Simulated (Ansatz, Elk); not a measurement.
**Li4BCl: X-ray structure factors from the self-consistent density**

Structure refinements treat a crystal as free atoms side by side. For a made-up structure of Li4BCl (cell and positions from a PBE relaxation) the runs below show what the calculated density changes in F(hkl).

Program: Elk 11.2.3 (patched build). Level of theory: DFT, PBE, all-electron APW+lo, Dirac cores, scalar-relativistic bands, static density, no spin. Results are calculated unless marked as measured.

This account leaves out most program logs.

The structure was built from a prototype and need not be the compound's stable phase.

## Step 1: The starting structure

Symmetry: R-3m, No. 166, trigonal system. The conventional cell has a = 3.836 Å, b = 3.836 Å, c = 22.166 Å, α = 90.00°, β = 90.00°, γ = 120.00°. Nearest to Cl lie 8 Li at 2.59 to 3.02 Å. Nearest to B lie 8 Li at 2.31 to 2.34 Å. Nearest to Li lie 3 B at 2.31 Å and 6 Li at 2.59 to 2.77 Å and 1 Cl at 3.02 Å. Nearest to Li lie 1 B at 2.34 Å and 3 Cl at 2.59 Å. Farther neighbours and most contacts between anions are not listed.

## Step 2: Ground state and structure factors

An all-electron density is needed, since X-rays see the cores too. Task 0 finds the density and task 195 Fourier-transforms it; tshift is off so that phases refer to the origin typed.

Input file elk.in:

```
tasks
  0
  195

xctype
  20

spinpol
  .false.

rgkmax
  7.0

gmaxvr
  14.0

lmaxo
  7

lmaxapw
  8

swidth
  0.002

tshift
  .false.

ramdisk
  .false.

hmaxvr
  5.5

maxscl
  120

epspot
  1e-06

sppath
  './'

avec
  3.62424260544 2.09245744422 13.96247690392
  -3.62424260544 2.09245744422 13.96247690392
  0.00000000000 -4.18491488736 13.96247690408

atoms
  3
  'Cl.in'
  1
  0.5000000000 0.5000000000 0.5000000000   0.000000 0.000000 0.000000
  'B.in'
  1
  -0.0000000000 -0.0000000000 -0.0000000000   0.000000 0.000000 0.000000
  'Li.in'
  4
  0.3636558377 0.3636558377 0.3636558377   0.000000 0.000000 0.000000
  0.6363441623 0.6363441623 0.6363441623   0.000000 0.000000 0.000000
  0.1056457415 0.1056457415 0.1056457415   0.000000 0.000000 0.000000
  0.8943542585 0.8943542585 0.8943542585   0.000000 0.000000 0.000000

ngridk
  7 7 7
```

Launch:

```sh
$ OMP_NUM_THREADS=4 elk
```

Wall time 53 s (4 threads of Arm Neoverse V2, shared host); peak memory 0.25 GiB.

SFACRHO.OUT:

```text

h k l indices transformed by vhmat matrix:
   1.000000000       0.000000000       0.000000000    
   0.000000000       1.000000000       0.000000000    
   0.000000000       0.000000000       1.000000000    

      h      k      l  multipl.   |H|            Re(F)            Im(F)           |F|

      0      0      0      1   0.0000000       34.000000     -0.26145533E-16   34.000000    
     -1     -1     -1      2  0.45000506      -8.9590870     -0.57859833E-14   8.9590870    
     -2     -2     -2      2  0.90001013       16.986127      0.10745397E-13   16.986127    
     -1      0      0      6   1.0121035      -9.5885890     -0.13776151E-14   9.5885890    
      0     -1     -1      6   1.0449186       17.352267     -0.27552301E-15   17.352267    
      1      2      1      6   1.1669880       9.3052836     -0.16806904E-13   9.3052836    
      2      2      1      6   1.2507460      -11.658139      0.32373954E-14   11.658139    
     -3     -3     -3      2   1.3500152      -6.7334728     -0.20939749E-13   6.7334728    
      2      2      3      6   1.4506473      -12.510262     -0.55104602E-15   12.510262    
     -2     -3     -3      6   1.5626533       17.954016     -0.38022176E-13   17.954016    
      0      1     -1      6   1.7336547       18.938075     -0.40425477E-14   18.938075    
      0     -1     -2     12   1.7911067      -6.6711900     -0.55104602E-14   6.6711900    
     -4     -4     -4      2   1.8000203       9.6650369      0.22868410E-13   9.6650369    
      3      3      4      6   1.8033035       13.020339     -0.69569561E-14   13.020339    
      3      4      4      6   1.9298741      -3.1710740      0.67778661E-13   3.1710740    
      2      1      3     12   1.9533502       10.868081     -0.92300209E-14   10.868081    
      1     -1     -1      6   2.0074641      -7.0946652      0.28929916E-14   7.0946652    
      0      0      2      6   2.0242069       11.701164      0.66125523E-14   11.701164
```

Elk indexes on the primitive cell of elk.in and gives |H| = 4π sin θ/λ in inverse bohr. Below, one row stands for each form hkl of the conventional cell (m members, Friedel mates merged), F is for one primitive cell and the density is static (no thermal factor). Free-atom factors are Waasmaier and Kirfel's, and R is Σm||F|−|F'||/Σm|F|.

```csv
hkl,m,sin θ/λ (Å⁻¹),"abs F, DFT",neutral atoms,diff.
003,2,0.068,8.959,9.424,-0.465
006,2,0.135,16.986,16.619,+0.367
101,6,0.152,9.589,9.736,-0.147
012,6,0.157,17.352,16.944,+0.408
104,6,0.175,9.305,9.060,+0.246
015,6,0.188,11.658,11.543,+0.116
009,2,0.203,6.734,6.427,+0.307
107,6,0.218,12.510,12.425,+0.085
018,6,0.235,17.954,18.051,-0.097
110,6,0.261,18.938,18.985,-0.047
113,12,0.269,6.671,6.682,-0.011
0 0 12,2,0.271,9.665,9.868,-0.203
1 0 10,6,0.271,13.020,13.175,-0.154
0 1 11,6,0.290,3.171,3.055,+0.116
```

## Step 3: The highest occupied states alone

An energy window below the Fermi level keeps the highest occupied states, to see at which angles they scatter; shallow core shells can lie inside it and anion s states outside. No new self-consistency is needed.

elk.in: that of step 2 with these lines changed.

```diff
@@ -1,3 +1,2 @@
 tasks
-  0
   195
@@ -40,2 +39,5 @@
 
+wsfac
+  -0.274970 0.392530
+
 sppath
```

Launch:

```sh
$ OMP_NUM_THREADS=4 elk
```

Wall time 7.7 s (4 threads); peak memory 0.18 GiB.

States within 10 eV below the Fermi level hold 12.00 electrons; any levels below the window count with the cores. Their amplitudes can exceed the total, where window and core parts have opposite phase:

```
hkl  sin θ/λ (Å⁻¹)  abs F, window  abs F, all
003          0.068          0.894       8.959
006          0.135          4.850      16.986
101          0.152          1.106       9.589
012          0.157          4.173      17.352
104          0.175          3.376       9.305
015          0.188          1.063      11.658
009          0.203          1.148       6.734
107          0.218          0.778      12.510
018          0.235          1.424      17.954
110          0.261          1.010      18.938
```

## Step 4: Another functional

The difference from free atoms is small, so it is set against the change that PBEsol makes.

elk.in: that of step 3 with these lines changed.

```diff
@@ -1,2 +1,3 @@
 tasks
+  0
   195
@@ -4,3 +5,3 @@
 xctype
-  20
+  22
 
@@ -39,5 +40,2 @@
 
-wsfac
-  -0.274970 0.392530
-
 sppath
```

Launch:

```sh
$ OMP_NUM_THREADS=4 elk
```

Run time: 52 s. Hardware: 4 threads; peak memory 0.26 GiB; 2.7 min of CPU time.

Against the first run R = 0.13 %; the largest change is -0.038 at 012.

## Step 5: Basis size

The basis and the expansions that go with it are enlarged, to see whether the differences are converged.

elk.in: that of step 4 with these lines changed.

```diff
@@ -5,3 +5,3 @@
 xctype
-  22
+  20
 
@@ -11,12 +11,12 @@
 rgkmax
-  7.0
+  8.5
 
 gmaxvr
-  14.0
+  18.0
 
 lmaxo
-  7
+  9
 
 lmaxapw
-  8
+  10
```

Launch:

```sh
$ OMP_NUM_THREADS=4 elk
```

It took 3.1 min on 4 threads; peak memory 0.54 GiB; 10 min of CPU time.

Against the first run R = 0.00 %; the largest change is -0.001 at 3 0 18.

## Step 6: Settings against the effect

| run | R against the first run (%) | R against neutral atoms, low angle (%) | wall time |
| --- | --- | --- | --- |
| PBE, rgkmax 7 | 0.00 | 1.24 | 53 s |
| PBEsol | 0.13 | 1.21 | 52 s |
| rgkmax 8.5 with larger expansions | 0.00 | 1.24 | 3.1 min |

## Step 7: Results

```json
{
 "R against neutral atoms, sin θ/λ < 0.3 Å⁻¹": "1.24 %",
 "R against neutral atoms, 0.3 to 0.74 Å⁻¹": "0.33 %"
}
```

**Reading.** Independent neutral atoms miss the calculated amplitudes by R = 1.24 % below 0.3 Å⁻¹ and 0.33 % from there to 0.74 Å⁻¹; by shells, 3.21 % below 0.15 Å⁻¹ (2 forms), 1.13 % 0.15 to 0.3 (13 forms), 0.50 % 0.3 to 0.45 (25 forms), 0.29 % above 0.45 (109 forms). Bonding, aspherical density and the tables' own atoms all enter these figures, and the runs don't part them. The largest change of an amplitude is -0.47 electrons, at 003. The window's part falls from 12.0 electrons at the origin to at most 0.18 between 0.45 and 0.74 Å⁻¹. Below 0.3 Å⁻¹ the changes that finished (PBEsol and rgkmax 8.5 with larger expansions) move F by R = 0.11 % at most, against the 1.24 % that separates it from free atoms. The k-mesh has no finished test. Part of the difference isn't bonding: the tables are fits to free atoms and ions calculated by other methods than this functional. Thermal motion, anomalous dispersion and extinction are left out.

[Logs are printed without paths, hosts, clocks, repeated set-up lines and the standing remarks that a program may print on its own settings, such as how far it seeks lower states.]

[Hosts, paths, dates, database ids (printed as entryN), source tags and the programs' standing remarks are cut or masked in the printed files.]
